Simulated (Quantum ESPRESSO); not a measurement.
## Fe2O3 (Hematite): spin-resolved density of states

Where do the states of the two spins of Fe2O3 (Hematite) lie?

Program: Quantum ESPRESSO 7.5. Level of theory: LDA with U = 4.5 eV on Fe d (ortho-atomic projectors); plane waves with GBRV 1.5 LDA potentials, no spin-orbit coupling. Results are calculated unless marked as measured.

## Step 1: The structure

It takes space group R-3c (No. 167, trigonal). The conventional cell has a = 5.038 Å, b = 5.038 Å, c = 13.772 Å, α = 90.00°, β = 90.00°, γ = 120.00°. Nearest to Fe lie 6 O at 1.95 to 2.12 Å. O has 4 Fe at 1.95 to 2.12 Å nearest. Farther neighbours and most contacts between anions are not listed.

The cell comes from the Crystallography Open Database.

## Step 2: Ground-state run

This state came out lowest in a comparison of starts that is told elsewhere.

pw.in reads:

```
&CONTROL
  calculation = 'scf'
  prefix = 'pwscf'
  outdir = './tmp'
  pseudo_dir = './pseudo'
  disk_io = 'low'
/
&SYSTEM
  ibrav = 0
  celldm(1) = 8
  nat = 10
  ntyp = 3
  ecutwfc = 40
  ecutrho = 280
  nbnd = 68
  occupations = 'smearing'
  smearing = 'fd'
  degauss = 0.00367493
  nspin = 2
  starting_magnetization(1) = 0.25
  starting_magnetization(2) = -0.25
  starting_magnetization(3) = 0
/
&ELECTRONS
  conv_thr = 2d-08
  electron_maxstep = 150
  mixing_beta = 0.3
/
ATOMIC_SPECIES
Fe1    55.8450 fe_lda_v1.5.uspp.F.UPF
Fe2    55.8450 fe_lda_v1.5.uspp.F.UPF
O      15.9990 o_lda_v1.2.uspp.F.UPF
CELL_PARAMETERS alat
   0.5950275134915    0.3435392950923    1.0843878411890
  -0.5950275134915    0.3435392950923    1.0843878411890
   0.0000000000000   -0.6870785901845    1.0843878411890
ATOMIC_POSITIONS crystal
Fe1     0.3553000000    0.3553000000    0.3553000000
Fe2     0.1447000000    0.1447000000    0.1447000000
Fe1     0.6447000000    0.6447000000    0.6447000000
Fe2     0.8553000000    0.8553000000    0.8553000000
O       0.5559000000    0.9441000000    0.2500000000
O       0.2500000000    0.5559000000    0.9441000000
O       0.9441000000    0.2500000000    0.5559000000
O       0.4441000000    0.0559000000    0.7500000000
O       0.7500000000    0.4441000000    0.0559000000
O       0.0559000000    0.7500000000    0.4441000000
K_POINTS automatic
6 6 6 0 0 0
HUBBARD {ortho-atomic}
U Fe1-3d 4.5000
U Fe2-3d 4.5000
```

Started as:

```bash
$ OMP_NUM_THREADS=1 mpirun -n 4 pw.x -nk 4 -in pw.in > pw.out
```

What it wrote:

```text
Program PWSCF v.7.5 starts

     Message from routine setup:
     using ibrav=0 with symmetry is DISCOURAGED, use correct ibrav instead

     K-points division:     npool     =       4
     Subspace diagonalization in iterative solution of the eigenvalue problem:

     bravais-lattice index     =            0
     lattice parameter (alat)  =       8.0000  a.u.
     unit-cell volume          =     680.9564 (a.u.)^3
     number of atoms/cell      =           10
     number of atomic types    =            3
     number of electrons       =       100.00
     number of Kohn-Sham states=           68
     kinetic-energy cutoff     =      40.0000  Ry
     charge density cutoff     =     280.0000  Ry
     scf convergence threshold =      2.0E-08
     mixing beta               =       0.3000
     number of iterations used =            8  plain     mixing
     Exchange-correlation= SLA  PZ   NOGX NOGC
                           (   1   1   0   0   0   0   0)
     Hubbard projectors: ortho-atomic
     Hubbard parameters of DFT+U (Dudarev formulation) in eV:
     U(Fe1-3d) =  4.5000
     U(Fe2-3d) =  4.5000

     Internal variables: lda_plus_u =T, lda_plus_u_kind = 0

     Internal variables: orbital_resolved =F, hub_pot_fix =F, apply_U = F

     celldm(1)=   8.000000  celldm(2)=   0.000000  celldm(3)=   0.000000
     celldm(4)=   0.000000  celldm(5)=   0.000000  celldm(6)=   0.000000

     crystal axes: (cart. coord. in units of alat)
               a(1) = (   0.595028   0.343539   1.084388 )
               a(2) = (  -0.595028   0.343539   1.084388 )
               a(3) = (   0.000000  -0.687079   1.084388 )

     reciprocal axes: (cart. coord. in units 2 pi/alat)
               b(1) = (  0.840297  0.485146  0.307393 )
               b(2) = ( -0.840297  0.485146  0.307393 )
               b(3) = (  0.000000 -0.970292  0.307393 )

     PseudoPot. # 1 for Fe read from file:
     fe_lda_v1.5.uspp.F.UPF
     Pseudo is Ultrasoft + core correction, Zval = 16.0

     PseudoPot. # 2 for Fe read from file:
     fe_lda_v1.5.uspp.F.UPF
     Pseudo is Ultrasoft + core correction, Zval = 16.0

     PseudoPot. # 3 for O  read from file:
     o_lda_v1.2.uspp.F.UPF
     Pseudo is Ultrasoft + core correction, Zval =  6.0

     atomic species   valence    mass     pseudopotential
     Fe1              16.00    55.84500     Fe( 1.00)
     Fe2              16.00    55.84500     Fe( 1.00)
     O                 6.00    15.99900     O ( 1.00)

     Starting magnetic structure
     atomic species   magnetization
     Fe1             0.250
     Fe2            -0.250
     O               0.000

      6 Sym. Ops., with inversion, found

   Cartesian axes

     site n.     atom                  positions (alat units)
         1        Fe1    tau(   1) = (  -0.0000000   0.0000000   1.1558490  )
         2        Fe2    tau(   2) = (  -0.0000000   0.0000000   0.4707328  )
         3        Fe1    tau(   3) = (   0.0000000   0.0000000   2.0973145  )
         4        Fe2    tau(   4) = (   0.0000000   0.0000000   2.7824308  )
         5        O      tau(   5) = (  -0.2309897   0.3435393   1.8976787  )
         6        O      tau(   6) = (  -0.1820189  -0.3718126   1.8976787  )
         7        O      tau(   7) = (   0.4130086   0.0282733   1.8976787  )
         8        O      tau(   8) = (   0.2309897  -0.3435393   1.3554848  )
         9        O      tau(   9) = (   0.1820189   0.3718126   1.3554848  )
        10        O      tau(  10) = (  -0.4130086  -0.0282733   1.3554848  )

     number of k points=    40  Fermi-Dirac smearing, width (Ry)=  0.0037
                       cart. coord. in units 2pi/alat
        k(    1) = (   0.0000000   0.0000000   0.0000000), wk =   0.0046296
        k(    2) = (   0.0000000  -0.1617153   0.0512322), wk =   0.0277778
        k(    3) = (   0.0000000  -0.3234306   0.1024644), wk =   0.0277778
        k(    4) = (  -0.0000000   0.4851459  -0.1536965), wk =   0.0138889
        k(    5) = (  -0.1400495  -0.0808576   0.1024644), wk =   0.0277778
        [... 35 further k-points ...]

     Dense  grid:    53915 G-vectors     FFT dimensions: (  60,  60,  60)

     Smooth grid:    23225 G-vectors     FFT dimensions: (  45,  45,  45)

     Check: negative core charge=   -0.000041
     Generating pointlists ...
     new r_m :   0.1896 (alat units)  1.5167 (a.u.) for type    1
     new r_m :   0.1896 (alat units)  1.5167 (a.u.) for type    2
     new r_m :   0.1896 (alat units)  1.5167 (a.u.) for type    3

     Initial potential from superposition of free atoms

     starting charge      96.0000, renormalised to     100.0000

     STARTING HUBBARD OCCUPATIONS:

     =================== HUBBARD OCCUPATIONS ===================
     ------------------------ ATOM    1 ------------------------
     Tr[ns(  1)] (up, down, total) =   5.00000  0.00000  5.00000
     Atomic magnetic moment for atom   1 =   5.00000
     [... lines left out ...]
     ------------------------ ATOM    2 ------------------------
     Tr[ns(  2)] (up, down, total) =   0.00000  5.00000  5.00000
     Atomic magnetic moment for atom   2 =  -5.00000
     [... lines left out ...]
     ------------------------ ATOM    3 ------------------------
     Tr[ns(  3)] (up, down, total) =   5.00000  0.00000  5.00000
     Atomic magnetic moment for atom   3 =   5.00000
     [... lines left out ...]
     ------------------------ ATOM    4 ------------------------
     Tr[ns(  4)] (up, down, total) =   0.00000  5.00000  5.00000
     Atomic magnetic moment for atom   4 =  -5.00000
     [... lines left out ...]
     Number of occupied Hubbard levels =   20.0000

     Atomic wfc used for Hubbard projectors are orthogonalized

     Starting wfcs are   76 randomized atomic wfcs

     Self-consistent Calculation

     iteration #  1     ecut=    40.00 Ry     beta= 0.30
     Davidson diagonalization with overlap
     ethr =  1.00E-02,  avg # of iterations =  2.9

     =================== HUBBARD OCCUPATIONS ===================
     ------------------------ ATOM    1 ------------------------
     Tr[ns(  1)] (up, down, total) =   4.90503  0.29292  5.19795
     Atomic magnetic moment for atom   1 =   4.61211
     [... lines left out ...]
     ------------------------ ATOM    2 ------------------------
     Tr[ns(  2)] (up, down, total) =   0.29291  4.90492  5.19783
     Atomic magnetic moment for atom   2 =  -4.61201
     [... lines left out ...]
     ------------------------ ATOM    3 ------------------------
     Tr[ns(  3)] (up, down, total) =   4.90503  0.29292  5.19795
     Atomic magnetic moment for atom   3 =   4.61211
     [... lines left out ...]
     ------------------------ ATOM    4 ------------------------
     Tr[ns(  4)] (up, down, total) =   0.29291  4.90492  5.19783
     Atomic magnetic moment for atom   4 =  -4.61201
     [... lines left out ...]
     Number of occupied Hubbard levels =   20.7915

     total energy              =   -1193.63957431 Ry
     estimated scf accuracy    <       3.88814994 Ry

     total magnetization       =     0.00 Bohr mag/cell
     absolute magnetization    =    18.57 Bohr mag/cell

     iteration #  2     ecut=    40.00 Ry     beta= 0.30
     Davidson diagonalization with overlap
     ethr =  3.89E-03,  avg # of iterations =  2.0

     total energy              =   -1194.37660916 Ry
     estimated scf accuracy    <       0.32872798 Ry

     total magnetization       =     0.00 Bohr mag/cell
     absolute magnetization    =    16.57 Bohr mag/cell

     [... further iterations left out ...]

     iteration # 10     ecut=    40.00 Ry     beta= 0.30
     Davidson diagonalization with overlap
     ethr =  3.08E-08,  avg # of iterations =  1.0

     total energy              =   -1194.43761828 Ry
     estimated scf accuracy    <       0.00000401 Ry

     total magnetization       =    -0.00 Bohr mag/cell
     absolute magnetization    =    17.04 Bohr mag/cell

     iteration # 11     ecut=    40.00 Ry     beta= 0.30
     Davidson diagonalization with overlap
     ethr =  4.01E-09,  avg # of iterations =  1.9

     Magnetic moment per site  (integrated on atomic sphere of radius R)
     atom   1 (R=0.190)  charge= 12.8785  magn=  3.8155
     atom   2 (R=0.190)  charge= 12.8785  magn= -3.8155
     atom   3 (R=0.190)  charge= 12.8785  magn=  3.8155
     atom   4 (R=0.190)  charge= 12.8785  magn= -3.8155
     atom   5 (R=0.190)  charge=  5.3631  magn=  0.0000
     atom   6 (R=0.190)  charge=  5.3631  magn=  0.0000
     atom   7 (R=0.190)  charge=  5.3631  magn=  0.0000
     atom   8 (R=0.190)  charge=  5.3631  magn=  0.0000
     atom   9 (R=0.190)  charge=  5.3631  magn=  0.0000
     atom  10 (R=0.190)  charge=  5.3631  magn=  0.0000

     End of self-consistent calculation

     =================== HUBBARD OCCUPATIONS ===================
     ------------------------ ATOM    1 ------------------------
     Tr[ns(  1)] (up, down, total) =   4.95550  0.79667  5.75218
     Atomic magnetic moment for atom   1 =   4.15883
     [... lines left out ...]
     ------------------------ ATOM    2 ------------------------
     Tr[ns(  2)] (up, down, total) =   0.79667  4.95550  5.75218
     Atomic magnetic moment for atom   2 =  -4.15883
     [... lines left out ...]
     ------------------------ ATOM    3 ------------------------
     Tr[ns(  3)] (up, down, total) =   4.95550  0.79667  5.75218
     Atomic magnetic moment for atom   3 =   4.15883
     [... lines left out ...]
     ------------------------ ATOM    4 ------------------------
     Tr[ns(  4)] (up, down, total) =   0.79667  4.95550  5.75218
     Atomic magnetic moment for atom   4 =  -4.15883
     [... lines left out ...]
     Number of occupied Hubbard levels =   23.0087

     [... lines left out ...]
     the Fermi energy is    11.2192 ev

!    total energy              =   -1194.43761891 Ry
     estimated scf accuracy    <       0.00000002 Ry
     smearing contrib. (-TS)   =      -0.00000000 Ry
     internal energy E=F+TS    =   -1194.43761891 Ry

     The total energy is F=E-TS. E is the sum of the following terms:
     one-electron contribution =    -643.96841533 Ry
     hartree contribution      =     368.93224036 Ry
     xc contribution           =    -158.39129269 Ry
     ewald contribution        =    -761.46415663 Ry
     Hubbard energy            =       0.45400538 Ry

     total magnetization       =     0.00 Bohr mag/cell
     absolute magnetization    =    17.04 Bohr mag/cell

     convergence has been achieved in  11 iterations

=------------------------------------------------------------------------------=
   JOB DONE.
=------------------------------------------------------------------------------=
```

The job ended after 99 s (4 MPI ranks of Intel Xeon Platinum 8488C (Sapphire Rapids), shared host; peak memory 0.83 GiB; 6.6 min of CPU time).

Spin moment in the atom's sphere by atom:

| atom | spin moment in the atom's sphere (μB) |
| --- | --- |
| Fe1 | 3.82 |
| Fe2 | -3.82 |
| Fe3 | 3.82 |
| Fe4 | -3.82 |
| O5 | 0.00 |
| O6 | 0.00 |
| O7 | 0.00 |
| O8 | 0.00 |
| O9 | 0.00 |
| O10 | 0.00 |

Numbers from this step:

| Property | Result |
| --- | --- |
| smearing term TS | 4.98e-10 eV |
| magnetization | 0 μB |
| absolute magnetization | 17.04 μB |
| final state | antiferromagnetic |

(Continued in part 2 of 2.)

[Logs and program files are shortened in this print: banners, set-up blocks, solver, clock and traceback lines can be left out without a mark of their own.]

[Logs are printed without paths, hosts, clocks, repeated set-up lines and the standing remarks that a program may print on its own settings, such as how far it seeks lower states.]

[Hosts, paths, dates, database ids (printed as entryN), source tags and the programs' standing remarks are cut or masked in the printed files.]

[Where a cell is said to come from a database of computed structures, the database is the Materials Project.]
